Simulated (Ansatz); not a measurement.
# Ag(111) with 4 thermally displaced layers, 2x2: scattering by thermal displacements, part 2 of 2

Aim: the resistivity of Ag at 80 K from frozen thermal displacements between perfect leads.

Ansatz 0.2.0; Ansatz plane-wave DFT, PBE, PAW files; ballistic transport by layer matching (Landauer), zero bias; PAW set soft_1.

So far, open channels per spin nearest the Fermi level: step 2 (with 4 displaced layers) 3.23.

### Step 4. With 12 displaced layers

Each atom of 12 layers is moved at random, by amounts drawn from a normal law 0.0507 Å wide in each direction from the Debye model (225 K) at 80 K. A fresh draw is used; the growth of the resistance with length is what counts.

System of this step: Ag(111) with 12 thermally displaced layers, 2x2. The cell holds 72 atoms: 72 Ag. Its edges and angles: a = 5.779 Å, b = 5.779 Å, c = 42.465 Å, α = 90.0°, β = 90.0°, γ = 120.0°. It derives from Ag. Regions: lead, 24 atoms (24 Ag); scattering region, 48 atoms (48 Ag). The structure is stacked along c, and the current runs across the ab planes.

Input file input.yaml:

```yaml
crystal:
  lattice:
    - [5.7787594586, 0.0, 0.0]
    - [-2.8893797293, 5.0045524935, 0.0]
    - [0.0, 0.0, 42.4650360593]
  atoms:
    - { symbol: Ag, position: [0.0, 0.0, 0.0277777778] }
    - { symbol: Ag, position: [0.0, 0.5, 0.0277777778] }
    - { symbol: Ag, position: [0.5, 0.0, 0.0277777778] }
    - { symbol: Ag, position: [0.5, 0.5, 0.0277777778] }
    - { symbol: Ag, position: [0.1666666667, 0.3333333333, 0.0833333333] }
    - { symbol: Ag, position: [0.1666666667, 0.8333333333, 0.0833333333] }
    - { symbol: Ag, position: [0.6666666667, 0.3333333333, 0.0833333333] }
    - { symbol: Ag, position: [0.6666666667, 0.8333333333, 0.0833333333] }
    - { symbol: Ag, position: [0.3333333333, 0.1666666667, 0.1388888889] }
    - { symbol: Ag, position: [0.3333333333, 0.6666666667, 0.1388888889] }
    - { symbol: Ag, position: [0.8333333333, 0.1666666667, 0.1388888889] }
    - { symbol: Ag, position: [0.8333333333, 0.6666666667, 0.1388888889] }
    - { symbol: Ag, position: [0.9947310241, 0.9990627238, 0.1947446833] }
    - { symbol: Ag, position: [0.9872895911, 0.4805224075, 0.194358192] }
    - { symbol: Ag, position: [0.5074662202, 0.0109804865, 0.1951339871] }
    - { symbol: Ag, position: [0.4906926697, 0.4926716482, 0.1968436126] }
    - { symbol: Ag, position: [0.1825731639, 0.3518769504, 0.2525409837] }
    - { symbol: Ag, position: [0.1614436386, 0.8372342458, 0.2505467129] }
    - { symbol: Ag, position: [0.6743171297, 0.3388201788, 0.250241104] }
    - { symbol: Ag, position: [0.6605870195, 0.8181202844, 0.2498026332] }
    - { symbol: Ag, position: [0.3274160494, 0.1679433205, 0.3049976507] }
    - { symbol: Ag, position: [0.3429035569, 0.6749599374, 0.3059239062] }
    - { symbol: Ag, position: [0.8365762491, 0.1676077665, 0.3050212157] }
    - { symbol: Ag, position: [0.8293816331, 0.6616481721, 0.3060185256] }
    - { symbol: Ag, position: [0.003066588, 0.0058856651, 0.3595256865] }
    - { symbol: Ag, position: [0.0039234074, 0.4922775803, 0.3602349206] }
    - { symbol: Ag, position: [0.4954165139, 0.9942956422, 0.3614584995] }
    - { symbol: Ag, position: [0.4895510391, 0.4891713711, 0.3601018474] }
    - { symbol: Ag, position: [0.1783950424, 0.3337814559, 0.415273498] }
    - { symbol: Ag, position: [0.1588630237, 0.8175791305, 0.4188020872] }
    - { symbol: Ag, position: [0.655722784, 0.33818078, 0.4173153541] }
    - { symbol: Ag, position: [0.6554722387, 0.8363736804, 0.4178565535] }
    - { symbol: Ag, position: [0.3387547499, 0.1693094976, 0.4733547425] }
    - { symbol: Ag, position: [0.3364474276, 0.6700730258, 0.4720710222] }
    - { symbol: Ag, position: [0.8341075812, 0.1571350037, 0.4731670027] }
    - { symbol: Ag, position: [0.8233810054, 0.6556236292, 0.4726580597] }
    - { symbol: Ag, position: [0.019713496, 0.0097371436, 0.5271624728] }
    - { symbol: Ag, position: [0.0038215671, 0.495401061, 0.5276297902] }
    - { symbol: Ag, position: [0.4890539435, 0.9765378001, 0.5280064243] }
    - { symbol: Ag, position: [0.4874410883, 0.492938729, 0.5260184448] }
    - { symbol: Ag, position: [0.1485931574, 0.3237826325, 0.5843184866] }
    - { symbol: Ag, position: [0.181147987, 0.8330781277, 0.5846361252] }
    - { symbol: Ag, position: [0.6546724012, 0.3139743069, 0.583512223] }
    - { symbol: Ag, position: [0.6684044924, 0.8289935231, 0.5836939658] }
    - { symbol: Ag, position: [0.3339828062, 0.1579245289, 0.6371266399] }
    - { symbol: Ag, position: [0.3303247237, 0.6645296454, 0.6384680695] }
    - { symbol: Ag, position: [0.8507260778, 0.1841385253, 0.6383917201] }
    - { symbol: Ag, position: [0.8442251599, 0.6761937426, 0.6397398708] }
    - { symbol: Ag, position: [0.0072144559, 0.9960588434, 0.6953272267] }
    - { symbol: Ag, position: [0.0218205813, 0.5081372406, 0.6937047493] }
    - { symbol: Ag, position: [0.5117197142, 0.0127817996, 0.6948847415] }
    - { symbol: Ag, position: [0.5028717071, 0.5156239343, 0.6929531458] }
    - { symbol: Ag, position: [0.1709991315, 0.3331695531, 0.7485756449] }
    - { symbol: Ag, position: [0.179120795, 0.8368557501, 0.7486077049] }
    - { symbol: Ag, position: [0.6697579971, 0.3289633109, 0.7477294762] }
    - { symbol: Ag, position: [0.661960153, 0.8360018333, 0.7507585596] }
    - { symbol: Ag, position: [0.3350137644, 0.1671239695, 0.8061163764] }
    - { symbol: Ag, position: [0.3374417845, 0.6785835177, 0.8057329239] }
    - { symbol: Ag, position: [0.8386484643, 0.1721423418, 0.8042940769] }
    - { symbol: Ag, position: [0.8348529278, 0.6821437713, 0.8059556664] }
    - { symbol: Ag, position: [0.0, 0.0, 0.8611111111] }
    - { symbol: Ag, position: [0.0, 0.5, 0.8611111111] }
    - { symbol: Ag, position: [0.5, 0.0, 0.8611111111] }
    - { symbol: Ag, position: [0.5, 0.5, 0.8611111111] }
    - { symbol: Ag, position: [0.1666666667, 0.3333333333, 0.9166666667] }
    - { symbol: Ag, position: [0.1666666667, 0.8333333333, 0.9166666667] }
    - { symbol: Ag, position: [0.6666666667, 0.3333333333, 0.9166666667] }
    - { symbol: Ag, position: [0.6666666667, 0.8333333333, 0.9166666667] }
    - { symbol: Ag, position: [0.3333333333, 0.1666666667, 0.9722222222] }
    - { symbol: Ag, position: [0.3333333333, 0.6666666667, 0.9722222222] }
    - { symbol: Ag, position: [0.8333333333, 0.1666666667, 0.9722222222] }
    - { symbol: Ag, position: [0.8333333333, 0.6666666667, 0.9722222222] }
kpoints:
  mp_grid: { grid: [4, 4, 1] }
hamiltonian:
  xc: pbe
  pseudopotentials: { kind: paw, azcp: { folder: soft_1 } }
scf:
  occupations: { method: fermi_dirac, width: 0.1 }
output:
  transmission: { leads: [[0, 4]], kmesh: [8, 8], e_range: [-0.05, 0.05], de: 0.05 }
  write_potential: true
  write_density: true
  volumetric_format: npy
```

The run is started by

```
ansatz run input.yaml --threads 4 --pin off --max-ram 15360MiB --backend cpu --events-out ev --progress --plain --runs-dir out
```

Numbers of over 12 decimals in the logs are rounded to 6 here.

Output:

```text
[...]
Crystal: 72 atoms, lattice volume = 1228.093 Å³
Basis set: ecut = 420 eV, 24081 PW (Γ)
Bands: 821, of which v1, the nominal top of the filled ones, is band 684 counted from 1 (683 counted from 0)
Symmetry: 1 space group operations
[...]
k-points: 10 of 16 (time reversal used)
[...]
SCF iter   1: F=—  HF=-546539.206741 eV  |F-HF|=—  |Δ(HF+E_count)|=         —  Δρ=7.06e-2  dr2=6.55e1  ethr=3.10e-3  ⟨swp⟩=4.0  Hψ=24464  notcnv=0  defer=144
[...]
SCF iter  11: F=-546521.773034 eV  HF=-546521.773034 eV  |F-HF|=4.18e-8  |Δ(HF+E_count)|=   7.22e-9  Δρ=4.72e-7  dr2=4.26e-8  ethr=7.31e-12  ⟨swp⟩=8.3  Hψ=30456  notcnv=0
SCF 1 converged in 11 iterations: F = -546521.773034 eV  dr2 = 4.26e-8
[...]
transmission: 186 of 1802 steps passed
transmission: 363 of 1802 steps passed
[...]
transmission: 1802 of 1802 steps passed
SCF converged after 11 iterations
Free energy (F): -546521.773034 eV
[...]
Internal energy: -546520.936742 eV  (E = F + TS)
E sigma→0 (E₀):  -546521.354888 eV
Entropy (-TS):   -0.836292 eV (-11.615 meV/atom)
Fermi energy:    17.236083 eV
[...]
--- Band table (eV; the first three rows and the last of 10) ---
  k-point 0: bands = [... 680 lower, 17.4525, 17.8036, 17.8265, 17.8266, 17.8384, 17.8428, 17.8619, 18.1155, ... 133 higher]
  k-point 1: bands = [... 680 lower, 17.0169, 17.0954, 17.0975, 17.2000, 17.2083, 17.2698, 17.3057, 17.3199, ... 133 higher]
  k-point 2: bands = [... 680 lower, 16.8967, 16.9038, 16.9207, 16.9294, 17.2461, 17.2566, 17.2721, 17.2778, ... 133 higher]
  k-point 9: bands = [... 680 lower, 16.8906, 16.9032, 16.9231, 16.9322, 17.2473, 17.2614, 17.2697, 17.2756, ... 133 higher]
--- Transmission ---
  basis      : 253 plane waves across, 53 finite elements along
  points     : 34, standing for a mesh of 8 x 8
[...]
channels       : 3.234375e0 a spin
[...]
junction   : crystal 0 to crystal 0, 0.70 to 40.80 Å
    transmission   : 3.181837e0 a spin
[...]
```

Wall time 41 min (4 threads of Arm Neoverse N1, shared host); peak memory 8.1 GiB; 2.5 h of CPU time.

This step gave:

| Property | Result |
| --- | --- |
| free energy | -546521.7730 eV |
| energy at zero smearing | -546521.3549 eV |
| Fermi energy | 17.24 eV |
| transmission per spin nearest the Fermi level | 3.182 |
| open channels per spin nearest the Fermi level | 3.234 |
| step of the lead's potential | 2.9 meV |

Per spin. Transmission, zone mean against energy, zero at the Fermi level:

```csv
energy (eV),"transmission, zone mean"
-0.0500,3.17
0.0000,3.18
0.0500,3.18
```

Over the solved energies the transmission per spin lies between 3.17 and 3.18, out of 3.23 channels of the lead on average (up to 3.23).

### Step 5. Resistance against length

This step: Ansatz plane-wave DFT, PBE, PAW files; ballistic transport by layer matching (Landauer), zero bias; resistivity from the slope of the area resistance; PAW set soft_1 (Ansatz 0.2.0).

Numbers from this step:

| Item | Value |
| --- | --- |
| resistivity | 0.7449 µΩ cm |
| intercept | -1.87e-5 fΩ m² |
| scatter about the fit | 6.98e-4 fΩ m² |

Resistance, by row:

```csv
run,length (Å),T,channels N,RA (fΩ m²)
n4,9.437,3.216,3.234,0.006517
n8,18.87,3.254,3.297,0.01503
n12,28.31,3.178,3.234,0.02058
```

Table of area resistance by length of the displaced region:

```csv
length of the displaced region (Å),area resistance (fΩ m²)
9.44,0.00652
18.87,0.0150
28.31,0.0206
```

The area resistance goes from 0.0065 to 0.021 fΩ m² between 9.4 and 28.3 Å, a slope of 0.74 µΩ cm.

By hand from the end points: (0.02058 − 0.006517) fΩ m² / (28.31 − 9.44) Å = 0.74 µΩ cm, since 1 fΩ m² per Å is 1000 µΩ cm.

### Step 6. What came out

```json
{"resistivity from the slope": "0.745 µΩ cm", "area resistance over 9.44 Å": "0.00652 fΩ m²", "area resistance over 18.9 Å": "0.0150 fΩ m²", "area resistance over 28.3 Å": "0.0206 fΩ m²"}
```

What this shows: The slope gives 0.74 µΩ cm. The points scatter by 7.0e-4 fΩ m² about the line, with one random draw a length in a 2x2 cell, so the slope is a rough value. The mean square of the displacements drawn is 0.75, 0.94 and 0.81 of the nominal one at the three lengths; with each resistance scaled back by that, the slope is 0.89 µΩ cm, the value used below. The lead's own channel count moves between the runs (3.23, 3.30 and 3.23), which shifts RA and the slope too. Read with a model of isotropic scattering on a spherical Fermi surface and the lead's 0.87×10¹⁵ S/m², this slope means a mean free path near 1248 Å; over these lengths the model's slope is 1.28 times its bulk resistivity, which would be 0.69 µΩ cm. This far under the Debye temperature the model doesn't describe a real metal: frozen displacements count zero-point motion as scattering and turn electrons through all angles, while in the metal the short-wave phonons freeze out. The measured value is 0.289 µΩ cm (CRC Handbook of Chemistry and Physics, 84th ed., 2003, Electrical Resistivity of Pure Metals); the scaled slope is 3.1 times that and the corrected value 2.4: clearly high.

[Logs are printed without paths, hosts, clocks, repeated set-up lines and the standing remarks that a program may print on its own settings, such as how far it seeks lower states.]

[Hosts, paths, dates, database ids (printed as entryN), source tags and the programs' standing remarks are cut or masked in the printed files.]
